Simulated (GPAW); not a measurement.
**Core-hole calculation of the S K edge in LiHS (Ama2)**

What does one-electron theory with a core hole give for the S K edge of LiHS (Ama2)?

Calculated with GPAW 26.7.0; X-ray absorption from dipole matrix elements to empty bands, plane-wave PAW LDA.

## (1) The starting structure

The structure is orthorhombic, space group Ama2 (No. 40). Conventional cell: a = 6.157 Å, b = 5.618 Å, c = 5.515 Å, α = 90.00°, β = 90.00°, γ = 90.00°. Nearest to S lie 1 H at 1.35 Å and 4 Li at 2.49 to 2.51 Å. Li has 4 S at 2.49 to 2.51 Å nearest. H has 1 S at 1.35 Å nearest. Farther neighbours and most contacts between anions are not listed.

As a file:

```xyz
6
Lattice="6.1569 0.0000 0.0000 0.0000 2.8092 2.7574 0.0000 -2.8092 2.7574" Properties=species:S:1:pos:R:3 pbc="T T T"
S     1.5392   -1.4704    4.0647
S     4.6177    1.4704    4.0647
Li    0.0000    0.0000    2.7665
Li    3.0784    0.0000    2.7665
H     4.6177    2.3889    3.0788
H     1.5392   -2.3889    3.0788
```

## (2) The field without a hole

A plain self-consistent run shows whether there is a gap, which decides the set-up of the core-hole run.

File scf.py:

```python
import numpy as np
from ase import Atoms
from ase.parallel import parprint, paropen
from gpaw import GPAW, PW, FermiDirac, Mixer, MixerDif, setup_paths
from gpaw.test import gen
setup_paths.insert(0, '.')
gen('S', name='nch1s', xcname='LDA', corehole=(1, 0, 0), write_xml=True)
from gpaw.mpi import world
world.barrier()

atoms = Atoms('S2Li2H2',
    cell=[[6.15687, 0, 0],
     [0, 2.809205, 2.75739],
     [0, -2.809205, 2.75739]],
    scaled_positions=[[0.25, 0.47534, 0.99876],
     [0.75, 0.99876, 0.47534],
     [0, 0.50166, 0.50166],
     [0.5, 0.50166, 0.50166],
     [0.75, 0.98349, 0.13309],
     [0.25, 0.13309, 0.98349]],
    pbc=True)
atoms.calc = calc = GPAW(legacy_gpaw=True, mode=PW(500, force_complex_dtype=True), xc='LDA', setups={0: 'nch1s'},
    kpts={'size': (4, 6, 6), 'gamma': True}, occupations=FermiDirac(0.05),
    charge=0, mixer=Mixer(0.1, 5, 50), maxiter=150,
    convergence={'density': 0.0001, 'eigenstates': 1e-6}, txt='scf.txt')
energy = atoms.get_potential_energy() + calc.get_reference_energy()
ef = calc.get_fermi_level()
out = dict(energy=energy, fermi=ef, forces=atoms.get_forces().tolist())
parprint(f'all-electron energy {energy:.4f} eV, Fermi level {ef:.4f} eV')
ev = np.array([[calc.get_eigenvalues(k, s) for k in range(len(calc.get_ibz_k_points()))] for s in range(calc.get_number_of_spins())])
out['homo'], out['lumo'], out['counts'] = ev[ev < ef].max(), ev[ev > ef].min(), sorted(set((ev < ef).sum((0, 2)).tolist()))
out['filled'] = (ev[:, 0] < ef).sum(1).tolist()
import json
with paropen('out.json', 'w') as f:
    json.dump(out, f)
```

Launch:

```bash
OMP_NUM_THREADS=1 mpirun -n 2 gpaw python scf.py
```

Numbers of over 12 decimals in the logs are rounded to 6 here.

The program printed:

```text
Input parameters:
  convergence: {density: 0.0001,
                eigenstates: 1e-06}
  kpts: {gamma: True,
         size: (4, 6, 6)}
  maxiter: 150
  mixer: {backend: pulay,
          beta: 0.1,
          method: separate,
          nmaxold: 5,
          weight: 50}
  mode: {ecut: 500.0,
         force_complex_dtype: True,
         name: pw}
  occupations: {fixmagmom: False,
                name: fermi-dirac,
                width: 0.05}
  setups: {0: nch1s}

Initialize ...

[... PAW data sets ...]

Reference energy: -22072.643395  # eV

Spin-paired calculation

[... convergence settings ...]
Symmetries present (total): 1
  [... symmetry matrices ...]

144 k-points: 4 x 6 x 6 Monkhorst-Pack grid + [1/8,1/12,1/12]
76 k-points in the irreducible part of the Brillouin zone
       k-points in crystal coordinates                weights
   0:     0.00000000    0.00000000    0.00000000          1/144
   1:     0.00000000    0.00000000    0.16666667          2/144
   2:     0.00000000    0.00000000    0.33333333          2/144
   3:     0.00000000    0.00000000    0.50000000          1/144
   4:     0.00000000    0.16666667   -0.33333333          2/144
   5:     0.00000000    0.16666667   -0.16666667          2/144
   6:     0.00000000    0.16666667    0.00000000          2/144
   7:     0.00000000    0.16666667    0.16666667          2/144
   8:     0.00000000    0.16666667    0.33333333          2/144
   9:     0.00000000    0.16666667    0.50000000          2/144
          ...
  75:     0.50000000    0.50000000    0.50000000          1/144

Wave functions: Plane wave expansion
  Cutoff energy: 500.000 eV
  Number of coefficients (min, max): 2402, 2438
  Pulay-stress correction: 0.000000 eV/Ang^3 (de/decut=0.000000)
  Using FFTW library
  Wavefunction extrapolation:
    Improved wavefunction reuse through dual PAW basis

Occupation numbers: Fermi-Dirac:
  width: 0.0500  # eV

Eigensolver
   Davidson(niter=2)

Densities:
  Coarse grid: 32*21*21 grid
  Fine grid: 64*42*42 grid
  Total Charge: 0.000000

Density mixing:
  Method: separate
  Backend: pulay
  Linear mixing parameter: 0.1
  old densities: 5
  Width of damping distribution: 1.1
  Damping of long wavelength oscillations: 50

[... Hamiltonian set-up ...]
Number of atoms: 6
Number of atomic orbitals: 18
Number of bands in calculation: 14
Number of valence electrons: 16
Bands to converge: occupied

... initialized

Initializing position-dependent things.

Density initialized from atomic densities
Creating initial wave functions:
  14 bands from LCAO basis set

                    S
                     H
           S
        Li      Li
           H

Atomic positions and initial magnetic moments

Positions:
   0 S      1.539217   -1.470394    4.064669    ( 0.0000,  0.0000,  0.0000)
   1 S      4.617653    1.470394    4.064669    ( 0.0000,  0.0000,  0.0000)
   2 Li     0.000000   -0.000000    2.766545    ( 0.0000,  0.0000,  0.0000)
   3 Li     3.078435   -0.000000    2.766545    ( 0.0000,  0.0000,  0.0000)
   4 H      4.617653    2.388948    3.078847    ( 0.0000,  0.0000,  0.0000)
   5 H      1.539217   -2.388948    3.078847    ( 0.0000,  0.0000,  0.0000)

Unit cell:
           periodic     x           y           z      points  spacing
  1. axis:    yes    6.156870    0.000000    0.000000    32     0.1924
  2. axis:    yes    0.000000    2.809205    2.757390    21     0.1874
  3. axis:    yes    0.000000   -2.809205    2.757390    21     0.1874

  Lengths:   6.156870   3.936348   3.936348
  Angles:   91.066611  90.000000  90.000000

Effective grid spacing dv^(1/3) = 0.1891

iter:   1   -25.550822
iter:   2   -25.403776   -1.57  -0.85
iter:   3   -25.003292   -1.49  -0.91
iter:   4   -24.993822   -2.98  -1.36
iter:   5   -24.980098   -2.36  -1.43
iter:   6   -24.972173   -2.85  -1.87
iter:   7   -24.970082   -3.95  -2.14
iter:   8   -24.969845c  -4.22  -2.50
iter:   9   -24.970068c  -4.23  -2.86
iter:  10   -24.969809c  -4.62  -2.71
iter:  11   -24.969810c  -5.84  -3.79
iter:  12   -24.969809c  -7.13c -3.78
iter:  13   -24.969809c  -7.63c -3.96
iter:  14   -24.969809c  -7.26c -4.03c

Converged after 14 iterations.

Dipole moment: (0.000000, -0.000001, 0.505461) |e|*Ang

Energy contributions relative to reference atoms: (reference = -22072.643395)

Kinetic:        +25.883066
Potential:      -28.003356
External:        +0.000000
XC:             -22.905883
Entropy (-ST):   -0.000000
Local:           +0.056364
SIC:             +0.000000
--------------------------
Free energy:    -24.969809
Extrapolated:   -24.969809

Showing only first 2 kpts
 Kpt  Band  Eigenvalues  Occupancy
  0     6     -0.44441    2.00000
  0     7      0.15378    2.00000
  0     8      3.33910    0.00000
  0     9      3.73469    0.00000

  1     6     -0.42649    2.00000
  1     7      0.01352    2.00000
  1     8      3.71625    0.00000
  1     9      4.40160    0.00000

Fermi level: 1.24764

Gap: 3.185 eV
Transition (v -> c):
  (s=0, k=0, n=7, [0.00, 0.00, 0.00]) -> (s=0, k=0, n=8, [0.00, 0.00, 0.00])
No difference between direct/indirect transitions

Forces in eV/Ang:
  0 S     0.00000    0.28189    0.30681
  1 S    -0.00000   -0.28190    0.30681
  2 Li   -0.00000   -0.00000   -0.00617
  3 Li    0.00000   -0.00000   -0.00617
  4 H     0.00000    0.28919   -0.29244
  5 H    -0.00000   -0.28920   -0.29243
Scalar-relativistic atomic LDA calculation for S (Sulfur, Z=16)
Core hole in 1s state (1s occupation: 2.0)
450 radial gridpoints.
|------------------------------------------------|
|------------------------------------------------|
[... the atom generator's iteration count ...]

Energy contributions:
-------------------------
Kinetic:     +398.923399
XC:           -24.210329
Potential:   -772.509196
-------------------------
Total:       -397.796126

state      eigenvalue         ekin         rmax
-----------------------------------------------
1s^2.0 :   -88.078630   121.519046        0.063
2s^2.0 :    -7.745453    18.438857        0.389
2p^6.0 :    -5.751715    17.606302        0.325
3s^2.0 :    -0.634959     2.788351        1.406
3p^4.0 :    -0.261139     1.948270        1.598
-----------------------------------------------
(units: Bohr and Hartree)

Generating PAW setup
Kinetic energy of the core from tauc = 386.637961
Cutoffs:
rc(s)=1.840
rc(p)=1.850
rc(d)=1.700
rc(vbar)=1.720
rc(comp)=1.430
rc(nct)=1.850

Kinetic energy of the core states: 385.553617
Charge: 0.0
Core electrons: 10.0
Valence electrons: 6.0
Pseudo-core charge: 0.059824
Shape function alpha=4.890
Pseudo-electron charge 6.430847
state    eigenvalue         norm
--------------------------------
3s(2) :    -0.634959     1.191395
*s    :     0.365041
3p(4) :    -0.261139     0.997058
*p    :     0.738861
*d    :     0.000000
--------------------------------

Diagonalizing with gridspacing h=0.050

state   all-electron     PAW
-------------------------------
3s:      -0.634959    -0.635587
3p:      -0.261139    -0.261554
*d:                    0.043150
*f:                    0.074695
-------------------------------
all-electron energy -22097.6132 eV, Fermi level 1.2476 eV
```

It took 22 s on 2 MPI ranks of Arm Neoverse V2, shared host; peak memory 0.22 GiB; 41 s of CPU time.

The mesh shows a gap of 3.19 eV, so the hole is first treated in a charged cell, without the excited electron.

## (3) Spectrum without a core hole, S atom 1

This cheap baseline ignores the attraction of the hole: it shows the absorber's empty states as they are in the ground state. The data set with a hole of occupation 0 only carries the core orbital.

The absorber has 1 H at 1.35 Å, 2 Li at 2.49 Å and 2 Li at 2.51 Å (distorted square pyramidal, site symmetry m).

File xas.py:

```python
import numpy as np
from ase import Atoms
from ase.parallel import parprint, paropen
from gpaw import GPAW, PW, FermiDirac, Mixer, MixerDif, setup_paths
from gpaw.test import gen
setup_paths.insert(0, '.')
gen('S', name='nch1s', xcname='LDA', corehole=(1, 0, 0), write_xml=True)
from gpaw.mpi import world
world.barrier()

atoms = Atoms('S2Li2H2',
    cell=[[6.15687, 0, 0],
     [0, 2.809205, 2.75739],
     [0, -2.809205, 2.75739]],
    scaled_positions=[[0.25, 0.47534, 0.99876],
     [0.75, 0.99876, 0.47534],
     [0, 0.50166, 0.50166],
     [0.5, 0.50166, 0.50166],
     [0.75, 0.98349, 0.13309],
     [0.25, 0.13309, 0.98349]],
    pbc=True)
atoms.calc = calc = GPAW(legacy_gpaw=True, mode=PW(500, force_complex_dtype=True), xc='LDA', setups={0: 'nch1s'},
    kpts={'size': (4, 6, 6), 'gamma': True}, occupations=FermiDirac(0.02),
    charge=0, mixer=Mixer(0.1, 5, 50), maxiter=150,
    convergence={'density': 0.0001, 'eigenstates': 1e-6}, txt='scf.txt')
energy = atoms.get_potential_energy() + calc.get_reference_energy()
ef = calc.get_fermi_level()
out = dict(energy=energy, fermi=ef, forces=atoms.get_forces().tolist())
parprint(f'all-electron energy {energy:.4f} eV, Fermi level {ef:.4f} eV')
ev = np.array([[calc.get_eigenvalues(k, s) for k in range(len(calc.get_ibz_k_points()))] for s in range(calc.get_number_of_spins())])
out['homo'], out['lumo'], out['counts'] = ev[ev < ef].max(), ev[ev > ef].min(), sorted(set((ev < ef).sum((0, 2)).tolist()))
out['filled'] = (ev[:, 0] < ef).sum(1).tolist()

from ase.units import Ha
from gpaw.xas import dipole_matrix_elements
nb = int(calc.get_number_of_electrons() / 2) + 60
top, nb = nb, nb + 8 + nb // 12
nscf = calc.fixed_density(kpts={'size': (3, 4, 4), 'gamma': True}, nbands=nb,
    convergence={'bands': top, 'eigenstates': 1e-5}, maxiter=60, txt='nscf.txt')
cell = atoms.cell.array
ops = [cell.T @ U.T @ np.linalg.inv(cell.T) for U in nscf.wfs.kd.symmetry.op_scc]
filled = [8]  # bands filled in the ground state, by spin
E = np.arange(-25, 34, 0.1)
fwhm = np.interp(E, [4, 25], [0.9, 3.5])
Y, X, zero, highest = 0, 0, 1e9, 1e9
for spin in range(nscf.get_number_of_spins()):
    wfs = nscf.wfs
    A = dipole_matrix_elements(wfs.setups[0])
    eps = np.zeros((wfs.kd.nibzkpts, nb))
    d = np.zeros((3, A.shape[1], wfs.kd.nibzkpts, nb), complex)
    for kpt in wfs.kpt_u:
        if kpt.s == spin and 0 in kpt.P_ani:
            eps[kpt.k] = kpt.eps_n * Ha
            d[:, :, kpt.k] = (kpt.weight * wfs.nspins / 2) ** 0.5 * np.inner(A, kpt.P_ani[0])
    world.sum(eps)
    world.sum(d)
    T = np.einsum('amkn,bmkn->abkn', d, d.conj()).real
    T = sum(np.einsum('ai,ijkn,bj->abkn', R, T, R) for R in ops) / len(ops)
    empty = np.ones_like(eps, bool) & (np.arange(nb) >= filled[spin])
    zero, highest = min(zero, eps[empty].min()), min(highest, eps[:, top - 1].min())
    lines = [(eps, T, empty)] if spin == 0 else lines + [(eps, T, empty)]
for eps, T, empty in lines:
    f = np.einsum('aakn->akn', T).reshape(3, -1)
    x = eps.ravel() - zero
    w = np.interp(x, E, fwhm) / 2.35482
    g = np.exp(-0.5 * ((E[:, None] - x) / w) ** 2) / (w * (2 * np.pi) ** 0.5)
    Y = Y + (f * empty.ravel()) @ g.T
    X = X + (f * ~empty.ravel()) @ g.T
out.update(E=E.round(2).tolist(), xas=Y.tolist(), xes=X.tolist(), zero=zero, valid=highest - zero, nk=len(eps), nb=nb)
for i in range(0, len(E), 10):
    parprint(f'{E[i]:7.2f}', *(f'{v:10.3e}' for v in Y[:, i]))
import json
with paropen('out.json', 'w') as f:
    json.dump(out, f)
```

Launch:

```bash
OMP_NUM_THREADS=1 mpirun -n 2 gpaw python xas.py
```

The program printed:

```text
Input parameters:
  convergence: {density: 0.0001,
                eigenstates: 1e-06}
  kpts: {gamma: True,
         size: (4, 6, 6)}
  maxiter: 150
  mixer: {backend: pulay,
          beta: 0.1,
          method: separate,
          nmaxold: 5,
          weight: 50}
  mode: {ecut: 500.0,
         force_complex_dtype: True,
         name: pw}
  occupations: {fixmagmom: False,
                name: fermi-dirac,
[...]
*p    :     0.738861
*d    :     0.000000
--------------------------------

Diagonalizing with gridspacing h=0.050

state   all-electron     PAW
-------------------------------
3s:      -0.634959    -0.635587
3p:      -0.261139    -0.261554
*d:                    0.043150
*f:                    0.074695
-------------------------------
all-electron energy -22097.6132 eV, Fermi level 1.2476 eV
[...]
32.00  2.632e-06  2.616e-06  2.564e-06
  33.00  2.612e-06  2.778e-06  2.751e-06
[key lines of the parts left out:]
Converged after 14 iterations.
Dipole moment: (0.000000, -0.000001, 0.505461) |e|*Ang
Free energy:    -24.969809
Fermi level: 1.24764
```

The job ended after 49 s (2 MPI ranks; peak memory 0.31 GiB; 97 s of CPU time).

The S K spectrum, S atom 1, no core hole (energy from the lowest empty level; intensity scaled to a mean of 1 over the first 20 eV; polarised curves are means over the symmetry-equivalent atoms):

| E (eV) | isotropic | ε ∥ x | ε ∥ y | ε ∥ z |
| --- | --- | --- | --- | --- |
| -2.0 | 0.00 | 0.00 | 0.00 | 0.00 |
| -1.5 | 0.00 | 0.00 | 0.00 | 0.00 |
| -1.0 | 0.00 | 0.00 | 0.00 | 0.00 |
| -0.5 | 0.01 | 0.00 | 0.01 | 0.02 |
| 0.0 | 0.12 | 0.05 | 0.13 | 0.18 |
| 0.5 | 0.39 | 0.13 | 0.47 | 0.57 |
| 1.0 | 0.35 | 0.11 | 0.43 | 0.52 |
| 1.5 | 0.31 | 0.24 | 0.33 | 0.35 |
| 2.0 | 0.73 | 0.59 | 0.80 | 0.82 |
| 2.5 | 1.30 | 0.65 | 1.57 | 1.68 |
| 3.0 | 1.55 | 0.56 | 2.02 | 2.08 |
| 3.5 | 1.41 | 0.97 | 1.63 | 1.64 |
| 4.0 | 1.43 | 1.67 | 1.28 | 1.32 |
| 4.5 | 1.32 | 1.65 | 1.19 | 1.14 |
| 5.0 | 1.23 | 1.40 | 1.21 | 1.08 |
| 5.5 | 1.43 | 1.57 | 1.40 | 1.33 |
| 6.0 | 1.65 | 1.65 | 1.63 | 1.68 |
| 6.5 | 1.74 | 1.11 | 2.01 | 2.11 |
| 7.0 | 1.60 | 0.75 | 1.97 | 2.07 |
| 7.5 | 1.33 | 0.88 | 1.52 | 1.58 |
| 8.0 | 1.18 | 0.93 | 1.27 | 1.34 |
| 8.5 | 1.03 | 0.83 | 1.11 | 1.16 |
| 9.0 | 0.89 | 0.80 | 0.94 | 0.93 |
| 9.5 | 0.82 | 0.87 | 0.79 | 0.79 |
| 10.0 | 0.81 | 0.99 | 0.71 | 0.73 |
| 10.5 | 0.88 | 1.21 | 0.71 | 0.71 |
| 11.0 | 0.98 | 1.45 | 0.77 | 0.73 |
| 11.5 | 1.08 | 1.52 | 0.89 | 0.83 |
| 12.0 | 1.10 | 1.38 | 0.99 | 0.92 |
| 12.5 | 1.07 | 1.20 | 1.03 | 0.97 |
| 13.0 | 1.05 | 1.09 | 1.05 | 1.02 |
| 13.5 | 1.07 | 1.02 | 1.08 | 1.09 |
| 14.0 | 1.08 | 0.95 | 1.13 | 1.15 |
| 14.5 | 1.05 | 0.84 | 1.14 | 1.17 |
| 15.0 | 0.98 | 0.74 | 1.08 | 1.11 |
| 15.5 | 0.90 | 0.69 | 0.99 | 1.03 |
| 16.0 | 0.85 | 0.68 | 0.91 | 0.95 |
| 16.5 | 0.81 | 0.69 | 0.85 | 0.89 |
| 17.0 | 0.77 | 0.68 | 0.80 | 0.84 |
| 17.5 | 0.73 | 0.64 | 0.76 | 0.79 |
| 18.0 | 0.68 | 0.59 | 0.72 | 0.73 |
| 18.5 | 0.64 | 0.56 | 0.68 | 0.67 |
| 19.0 | 0.62 | 0.58 | 0.64 | 0.63 |
| 19.5 | 0.63 | 0.64 | 0.64 | 0.62 |
| 20.0 | 0.68 | 0.70 | 0.68 | 0.67 |
| 20.5 | 0.75 | 0.76 | 0.74 | 0.74 |
| 21.0 | 0.81 | 0.80 | 0.81 | 0.82 |
| 21.5 | 0.86 | 0.82 | 0.88 | 0.88 |
| 22.0 | 0.90 | 0.84 | 0.92 | 0.93 |
| 22.5 | 0.92 | 0.85 | 0.96 | 0.96 |
| 23.0 | 0.95 | 0.87 | 0.98 | 0.99 |
| 23.5 | 0.97 | 0.89 | 0.99 | 1.01 |
| 24.0 | 0.98 | 0.92 | 1.00 | 1.03 |
| 24.5 | 0.98 | 0.94 | 0.99 | 1.02 |
| 25.0 | 0.98 | 0.95 | 0.97 | 1.01 |
| 25.5 | 0.96 | 0.95 | 0.95 | 0.97 |
| 26.0 | 0.92 | 0.93 | 0.91 | 0.92 |
| 26.5 | 0.87 | 0.90 | 0.86 | 0.86 |
| 27.0 | 0.82 | 0.86 | 0.81 | 0.80 |
| 27.5 | 0.78 | 0.83 | 0.76 | 0.75 |
| 28.0 | 0.74 | 0.81 | 0.72 | 0.71 |
| 28.5 | 0.73 | 0.81 | 0.69 | 0.68 |
| 29.0 | 0.72 | 0.82 | 0.68 | 0.67 |
| 29.5 | 0.73 | 0.83 | 0.69 | 0.67 |
| 30.0 | 0.74 | 0.84 | 0.70 | 0.68 |
| 30.5 | 0.75 | 0.83 | 0.73 | 0.71 |
| 31.0 | 0.77 | 0.82 | 0.75 | 0.73 |
| 31.5 | 0.79 | 0.82 | 0.78 | 0.76 |
| 32.0 | 0.80 | 0.81 | 0.81 | 0.79 |

Main maxima below 24 eV (height): 0.7 eV (0.43), 3.1 eV (1.56), 4.1 eV (1.44), 6.5 eV (1.74), 11.9 eV (1.10) and 13.9 eV (1.08). A K edge sees empty p states on the absorber.

The same matrix elements for filled bands give the S K emission of S atom 1 (ground-state approximation; energy from the lowest empty level, largest value 1):

| E (eV) | emission |
| --- | --- |
| -24.00 | 0.00 |
| -23.25 | 0.00 |
| -22.50 | 0.00 |
| -21.75 | 0.00 |
| -21.00 | 0.00 |
| -20.25 | 0.00 |
| -19.50 | 0.00 |
| -18.75 | 0.00 |
| -18.00 | 0.00 |
| -17.25 | 0.00 |
| -16.50 | 0.00 |
| -15.75 | 0.00 |
| -15.00 | 0.03 |
| -14.25 | 0.01 |
| -13.50 | 0.00 |
| -12.75 | 0.00 |
| -12.00 | 0.00 |
| -11.25 | 0.00 |
| -10.50 | 0.00 |
| -9.75 | 0.00 |
| -9.00 | 0.01 |
| -8.25 | 0.15 |
| -7.50 | 0.31 |
| -6.75 | 0.23 |
| -6.00 | 0.26 |
| -5.25 | 0.47 |
| -4.50 | 0.88 |
| -3.75 | 0.89 |
| -3.00 | 0.13 |
| -2.25 | 0.00 |
| -1.50 | 0.00 |
| -0.75 | 0.00 |
| 0.00 | 0.00 |
| 0.75 | 0.00 |
| 1.50 | 0.00 |
| 2.25 | 0.00 |
| 3.00 | 0.00 |

Emission maxima: -7.4 eV (0.34) and -4.0 eV (1.00).

## (4) Supercell without a hole, the energy reference

The photon energy needs a difference of total energies, so the cell and mesh of the coming hole run are first run without a hole.

Edit scf.py of step 2 so:

```diff
@@ -10,15 +10,21 @@
 
-atoms = Atoms('S2Li2H2',
-    cell=[[6.15687, 0, 0],
-     [0, 2.809205, 2.75739],
-     [0, -2.809205, 2.75739]],
-    scaled_positions=[[0.25, 0.47534, 0.99876],
-     [0.75, 0.99876, 0.47534],
-     [0, 0.50166, 0.50166],
-     [0.5, 0.50166, 0.50166],
-     [0.75, 0.98349, 0.13309],
-     [0.25, 0.13309, 0.98349]],
+atoms = Atoms('S4Li4H4',
+    cell=[[0, 0, 5.51478],
+     [0, -5.61841, 0],
+     [6.15687, 0, 0]],
+    scaled_positions=[[0.73705, 0.26171, 0.25],
+     [0.23705, 0.76171, 0.25],
+     [0.73705, 0.73829, 0.75],
+     [0.23705, 0.23829, 0.75],
+     [0.50166, 0, 0],
+     [0.00166, 0.5, 0],
+     [0.50166, 0, 0.5],
+     [0.00166, 0.5, 0.5],
+     [0.55829, 0.5748, 0.75],
+     [0.05829, 0.0748, 0.75],
+     [0.55829, 0.4252, 0.25],
+     [0.05829, 0.9252, 0.25]],
     pbc=True)
 atoms.calc = calc = GPAW(legacy_gpaw=True, mode=PW(500, force_complex_dtype=True), xc='LDA', setups={0: 'nch1s'},
-    kpts={'size': (4, 6, 6), 'gamma': True}, occupations=FermiDirac(0.05),
+    kpts={'size': (3, 3, 2), 'gamma': True}, occupations=FermiDirac(0.02),
     charge=0, mixer=Mixer(0.1, 5, 50), maxiter=150,
```

Launch:

```bash
OMP_NUM_THREADS=1 mpirun -n 2 gpaw python scf.py
```

The program printed:

```text
Input parameters:
  convergence: {density: 0.0001,
                eigenstates: 1e-06}
  kpts: {gamma: True,
         size: (3, 3, 2)}
  maxiter: 150
  mixer: {backend: pulay,
          beta: 0.1,
          method: separate,
          nmaxold: 5,
          weight: 50}
  mode: {ecut: 500.0,
         force_complex_dtype: True,
         name: pw}
  occupations: {fixmagmom: False,
                name: fermi-dirac,
[...]
--------------------------------
3s(2) :    -0.634959     1.191395
*s    :     0.365041
3p(4) :    -0.261139     0.997058
*p    :     0.738861
*d    :     0.000000
--------------------------------

Diagonalizing with gridspacing h=0.050

state   all-electron     PAW
-------------------------------
3s:      -0.634959    -0.635587
3p:      -0.261139    -0.261554
*d:                    0.043150
*f:                    0.074695
-------------------------------
all-electron energy -44195.2230 eV, Fermi level 1.2476 eV
[key lines of the parts left out:]
Converged after 14 iterations.
Dipole moment: (-0.000000, -0.000000, -2.920798) |e|*Ang
Free energy:    -49.936254
Fermi level: 1.24764
```

It took 12 s on 2 MPI ranks; peak memory 0.25 GiB; 24 s of CPU time.

Reference energy: -44195.223 eV with the cores included.

(Continued in part 2 of 3.)

[Banner, clock and machine lines of the logs are left out without a mark of their own.]

[Logs are printed without paths, hosts, clocks, repeated set-up lines and the standing remarks that a program may print on its own settings, such as how far it seeks lower states.]

[Hosts, paths, dates, database ids (printed as entryN), source tags and the programs' standing remarks are cut or masked in the printed files.]

[Lists of maxima count a maximum above −3 eV only where it reaches 4 % of the highest in the window and stands out from its surroundings by 2 % of it (1.5 % where it reaches 55 %); shoulders and weaker maxima are passed over, and of the rest the first, up to two pre-edge ones and the few strongest are named.]
